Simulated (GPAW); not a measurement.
# SnSe2: optical spectrum from first principles

Aim: the dielectric function of SnSe2, and the optical constants that follow from it.

Main program and level: GPAW 26.7.0; DFT, RPBE, plane-wave PAW (GPAW data sets), scalar-relativistic, RPA, optical limit.

## (1) Set-up

Symmetry: P-3m1, No. 164, trigonal system. Conventional cell: a = 3.811 Å, b = 3.811 Å, c = 6.136 Å, α = 90.00°, β = 90.00°, γ = 120.00°. Sn has 6 Se at 2.68 Å nearest. Se has 3 Sn at 2.68 Å nearest. Farther neighbours and most contacts between anions are not listed.

Coordinates:

```xyz
3
Lattice="3.8110 0.0000 0.0000 -1.9055 3.3004 0.0000 0.0000 0.0000 6.1360" Properties=species:S:1:pos:R:3 pbc="T T T"
Sn    0.0000    0.0000    0.0000
Se    1.9055    1.1001    4.6081
Se    0.0000    2.2003    1.5279
```

## (2) Bands for the response

The response needs many more empty bands than the density does.

This step: DFT, RPBE, plane-wave PAW (GPAW data sets), scalar-relativistic, bands at fixed density (GPAW 26.7.0).

nscf.py reads:

```python
from ase.dft.bandgap import bandgap
from gpaw import GPAW, FermiDirac

calc = GPAW('gs.gpw').fixed_density(kpts={'size': (12, 12, 6), 'gamma': True}, nbands=32, convergence={'bands': 26},
                                    occupations=FermiDirac(0.001), txt='nscf.txt')
print('gap (eV)', bandgap(calc, output=None)[0])
print('direct gap (eV)', bandgap(calc, direct=True, output=None)[0])
calc.write('full.gpw', mode='all')
```

Started as:

```bash
OMP_NUM_THREADS=1 python nscf.py
```

Numbers of over 12 decimals in the logs are rounded to 6 here.

The program printed:

```text
Diagonalizing LCAO Hamiltonian
Converting LCAO to pw mode
convergence criteria:
- Maximum integral of absolute [eigenst]ate change: 4e-08 eV^2 / valence electron
maximum number of iterations: 150

SCF iterations
|iter     |      energy | eigst |  dens |
|iter:   1||             | +2.37 |       |
|iter:   2||             | +0.71 |       |
|iter:   3||             | -0.72 |       |
|iter:   4||             | -2.09 |       |
|iter:   5||             | -3.32 |       |
|iter:   6||             | -4.40 |       |
|iter:   7||             | -5.55 |       |
|iter:   8||             | -6.56 |       |
|iter:   9||             | -7.55c|       |
SCF steps: 9
  __  _  _
 | _ |_)|_||  |
 |__||  | ||/\| - 26.7.0

Versions:
  Python: 3.12.14
  ASE:    3.29.0
  Numpy:  2.5.5
  Scipy:  1.18.1
  Libxc:  7.0.0

Input parameters:
  mode=PW(ecut=450.000000),
  convergence={'bands': 26},
  gpts=array([20, 20, 32]),
  kpts=MonkhorstPack(size=(12, 12, 6), gamma=True),
  maxiter=150,
  nbands=32,
  occupations=Occupations(name='fermi-dirac', width=0.001, fixmagmom=False),
  parallel={},
  xc=XC(name='RPBE')

--- standard output ---
gap (eV) 0.812943
direct gap (eV) 1.235279
```

Run time: 2.5 min. Hardware: 1 thread of Arm Neoverse V2, shared host; peak memory 0.45 GiB.

Numbers from this step:

```
gap on the k-mesh      : 0.8129 eV
direct gap on the mesh : 1.235 eV
```

## (3) Dielectric function, RPA

Transitions between filled and empty bands, summed over the zone, give the optical response, so mesh, band count and broadening shape it.

The induced potential is part of this response.

This step: DFT, RPBE, plane-wave PAW (GPAW data sets), scalar-relativistic, RPA, optical limit (GPAW 26.7.0).

df.py reads:

```python
from gpaw.response.df import DielectricFunction

df = DielectricFunction('full.gpw', frequencies={'type': 'nonlinear', 'domega0': 0.03, 'omega2': 8},
                        ecut=80,
                        eta=0.1,
                        nbands=26,
                        txt='df.txt')
for direction in ['x', 'z']:
    df.get_dielectric_function(xc='RPA', direction=direction, filename=f'df_{direction}.csv')
```

Started as:

```bash
OMP_NUM_THREADS=1 python df.py
```

The program printed:

```text
Using integrator: PointIntegrator
NonLinearFrequencyDescriptor(from 0.000 to 39.119 eV, 432 points)
Nonperiodic BCs:  [False False False]
Using integrator: PointIntegrator
NonLinearFrequencyDescriptor(from 0.000 to 39.119 eV, 432 points)
Nonperiodic BCs:  [False False False]

Calculating chi0 body with:
    Ground state adapter containing:
    Number of spins: 1
    Number of kpoints: 864
    Number of irreducible kpoints: 242
    Number of completely occupied states: 13
    Number of partially occupied states: 13

    Linear response parametrization:
    q_c: [0.0, 0.0, 0.0]
    Number of frequency points: 432
    Planewave cutoff: 80.0
    Number of bands: 26
    Number of planewaves: 135
    Broadening (eta): 0.1

Integrating chi0 body.

Symmetries of q_c:
    Direct symmetries (Uq -> q): 4
    Indirect symmetries (TUq -> q): 0
In total 4 allowed symmetries.

242 groups of equivalent kpoints. 71.990741% reduction.

Integral kind: spectral function

Calculating chi0 optical extensions with:
    Ground state adapter containing:
    Number of spins: 1
    Number of kpoints: 864
    Number of irreducible kpoints: 242
    Number of completely occupied states: 13
    Number of partially occupied states: 13

    Linear response parametrization:
    Number of frequency points: 432
    Planewave cutoff: 80.0
    Number of bands: 26
    Number of planewaves: 135
    Broadening (eta): 0.1
Integrating chi0 head and wings.

Symmetries of q_c:
    Direct symmetries (Uq -> q): 4
    Indirect symmetries (TUq -> q): 0
In total 4 allowed symmetries.

242 groups of equivalent kpoints. 71.990741% reduction.

Integral kind: spectral function wings
```

Wall time 32 s (1 thread); peak memory 0.61 GiB.

This step gave:

* electronic dielectric constant ε∞, mean over x, y and z (by symmetry where fewer were run): 9.004

Some rows of df_x.csv (energy; Re and Im without local fields; Re and Im with them):

```text
0.000000, 11.095601, 0.000000, 9.743123, 0.000000
0.366838, 11.214423, 0.066874, 9.846676, 0.058390
0.747880, 11.632003, 0.162778, 10.212953, 0.143688
1.143969, 12.624822, 0.410935, 11.100694, 0.374807
1.556014, 13.894007, 2.094592, 12.159016, 2.007921
1.984998, 13.557632, 4.966235, 11.559505, 4.624759
2.431988, 13.180637, 6.390065, 10.929184, 5.509689
2.898142, 14.136714, 6.493435, 11.493174, 5.180469
3.384719, 14.508349, 13.600958, 11.986756, 10.061176
3.893091, 8.514684, 13.913133, 7.685782, 10.714525
4.424758, 1.772251, 14.698224, 2.676703, 12.861480
4.981356, 1.831944, 17.813423, 3.513315, 14.049295
5.564682, -3.739624, 9.758449, -2.138065, 8.528689
6.176709, -4.763910, 7.466036, -2.098703, 8.233638
6.819608, -3.708675, 5.355801, -2.822826, 6.452679
7.495775, -2.582096, 3.248918, -3.069262, 3.694491
8.207861, -0.193779, 3.946426, -0.757303, 2.753559
8.958808, -1.934513, 3.826564, -1.240510, 3.000135
9.751884, -2.170664, 2.328914, -1.606931, 2.215474
10.590737, -1.736946, 1.778015, -1.236655, 1.763782
11.479449, -1.482515, 1.427801, -1.019701, 1.482133
```

The Im ε has structure finer than the step of the table below, so its rows give means over 0.5 eV, whole bins alone (the curve runs from 0 to 11.7 eV). Peaks (eV: height): E ∥ x 3.64: 12.7, 4.29: 15.5, 5.03: 14.4; E ∥ z 1.77: 8.38, 2.13: 7.22, 5.47: 6.55, 9.62: 6.12.

Sum at mesh points, not converged in k; values under the direct gap are tails of Lorentzian lines. The Im ε by photon energy; means over each step:

```tsv
photon energy (eV)	E ∥ x	E ∥ z
0.5	0.0860	0.116
1.0	0.282	0.637
1.5	1.75	4.10
2.0	4.10	6.98
2.5	5.04	4.95
3.0	5.73	2.20
3.5	10.8	1.39
4.0	11.4	1.43
4.5	12.7	2.37
5.0	12.9	4.39
5.5	9.76	5.82
6.0	8.54	5.07
6.5	6.93	4.29
7.0	5.44	4.22
7.5	3.63	3.89
8.0	2.75	3.07
8.5	3.48	3.24
9.0	3.25	5.02
9.5	2.75	5.88
10.0	2.21	5.21
10.5	1.84	4.48
11.0	1.61	4.08
```

The reflectivity at normal incidence has structure finer than the step of the table below, so its rows give means over 0.5 eV, whole bins alone (the curve runs from 0 to 11.7 eV). Peaks (eV: height): E ∥ x 3.64: 40.6, 4.33: 45.1, 5.42: 48.7, 7.04: 52.2, 7.55: 51.6, 9.62: 43.7, 10.38: 42.7; E ∥ z 1.70: 33.9, 5.47: 28.4.

Sum at mesh points, not converged in k. Table of reflectivity at normal incidence by photon energy; means over each step:

```tsv
photon energy (eV)	E ∥ x (%)	E ∥ z (%)
0.5	26.9	22.4
1.0	28.4	24.9
1.5	30.9	30.7
2.0	31.9	29.8
2.5	31.5	23.9
3.0	33.5	12.3
3.5	39.0	12.1
4.0	38.5	16.2
4.5	41.8	19.2
5.0	43.8	24.5
5.5	46.0	26.5
6.0	43.8	24.2
6.5	45.9	21.7
7.0	49.3	21.5
7.5	49.5	20.9
8.0	37.7	16.3
8.5	32.7	16.8
9.0	36.7	24.0
9.5	42.6	29.4
10.0	40.0	31.4
10.5	40.9	32.4
11.0	38.4	33.8
```

The loss function −Im 1/ε at q → 0 has structure finer than the step of the table below, so its rows give means over 0.5 eV, whole bins alone (the curve runs from 0 to 11.7 eV). Peaks (eV: height): E ∥ x 8.21: 0.338, 11.10: 0.471; E ∥ z 2.70: 0.224, 7.79: 0.270, 11.03: 0.250.

Sum at mesh points, not converged in k; values under the direct gap are tails of Lorentzian lines. Table of loss function −Im 1/ε at q → 0 by energy loss; means over each step:

```tsv
energy loss (eV)	E ∥ x	E ∥ z
0.5	8.6e-4	0.00188
1.0	0.00238	0.00744
1.5	0.0116	0.0282
2.0	0.0266	0.0864
2.5	0.0354	0.172
3.0	0.0323	0.181
3.5	0.0443	0.0862
4.0	0.0576	0.0493
4.5	0.0737	0.0620
5.0	0.0737	0.0732
5.5	0.101	0.116
6.0	0.113	0.151
6.5	0.127	0.184
7.0	0.137	0.189
7.5	0.176	0.219
8.0	0.290	0.229
8.5	0.271	0.172
9.0	0.264	0.145
9.5	0.257	0.159
10.0	0.321	0.192
10.5	0.359	0.220
11.0	0.429	0.235
```

The Im ε, E ∥ x has structure finer than the step of the table below, so its rows give means over 0.25 eV, whole bins alone (the curve runs from 0 to 11.7 eV). Peaks (eV: height): without local fields 3.636: 16.6, 4.245: 19.0, 5.029: 17.8; with local fields 3.636: 12.7, 4.290: 15.5, 5.029: 14.4.

Sum at mesh points, not converged in k; values under the direct gap are tails of Lorentzian lines. Table of Im ε, E ∥ x by photon energy; means over each step:

```tsv
photon energy (eV)	without local fields	with local fields
0.25	0.0447	0.0390
0.50	0.0960	0.0841
0.75	0.165	0.146
1.00	0.287	0.258
1.25	0.681	0.637
1.50	1.88	1.81
1.75	3.09	2.92
2.00	4.80	4.45
2.25	5.14	4.57
2.50	6.17	5.28
2.75	5.86	4.84
3.00	7.11	5.58
3.25	10.6	7.98
3.50	14.7	10.9
3.75	14.9	11.7
4.00	14.1	10.6
4.25	17.8	14.3
4.50	14.2	12.1
4.75	13.9	11.2
5.00	17.1	13.7
5.25	14.4	12.4
5.50	10.7	9.55
5.75	10.0	8.32
6.00	9.03	8.74
6.25	6.93	7.88
6.50	5.87	6.80
6.75	5.52	6.47
7.00	4.43	5.46
7.25	3.86	4.39
7.50	3.27	3.66
7.75	2.91	2.78
8.00	3.33	2.75
8.25	4.20	2.93
8.50	4.94	3.61
8.75	4.26	3.46
9.00	3.94	3.14
9.25	3.57	3.31
9.50	2.72	2.73
9.75	2.37	2.26
10.00	2.36	2.23
10.25	2.04	2.09
10.50	1.78	1.80
10.75	1.73	1.74
11.00	1.58	1.55
11.25	1.61	1.61
11.50	1.43	1.50
```

From ε follow the optical constants at some laser and lamp lines:

```tsv
wavelength (nm)	n x	k x	R (%) x	1/α x	n z	k z	R (%) z	1/α z
1550	3.21	0.025	27.5	4.9 µm	2.87	0.042	23.4	2.9 µm
532	3.46	0.727	32.2	58 nm	2.25	1.366	27.6	31 nm
450	3.40	0.712	31.5	50 nm	1.71	0.878	15.7	41 nm
365	3.71	1.358	38.2	21 nm	1.94	0.406	11.9	72 nm
308	3.27	1.557	36.7	16 nm	2.29	0.274	16.0	89 nm
248	2.96	2.396	44.8	8.2 nm	2.68	0.888	25.2	22 nm
193	1.56	2.241	46.1	6.9 nm	1.83	1.156	21.7	13 nm
```

Below the direct gap, k and the depth come from the tails of the Lorentzian lines, not from transitions.

Rows near the edge hang on the gap, which this functional as a rule makes too small, and phonon-assisted absorption is left out.

## (4) Outcome

| Item | Value |
| --- | --- |
| electronic dielectric constant ε∞, mean over x, y and z (by symmetry where fewer were run) (RPA) | 9.00 |

In words: At this level (RPBE, RPA) SnSe2 has a mean ε∞ = 9.00 and n = 3.21 at 1550 nm (E ∥ x). On the mesh the gap is 0.81 eV and the least direct gap 1.24 eV, so on this mesh the band edges lie at different points. Local fields change the static value along x from 11.10 to 9.74 (-12 %). The static values by axis are 9.74 (x), 7.52 (z). Excitons and phonon-assisted transitions are missing; RPBE gaps are as a rule too small, which pulls the onset down and ε∞ up. Spin-orbit coupling is left out although heavy atoms are present. The curves end at 12 eV, about where the summed bands run out. The sum runs over mesh points 0.17 Å⁻¹ apart with no interpolation, so peaks are partly noise of the mesh; over so small a direct gap single mesh points weigh heavily, so ε∞, n and their changes from run to run can be far off.

[Machine, clock and banner lines and Python warnings are left out of the logs.]

[Logs are printed without paths, hosts, clocks, repeated set-up lines and the standing remarks that a program may print on its own settings, such as how far it seeks lower states.]

[Hosts, paths, dates, database ids (printed as entryN), source tags and the programs' standing remarks are cut or masked in the printed files.]
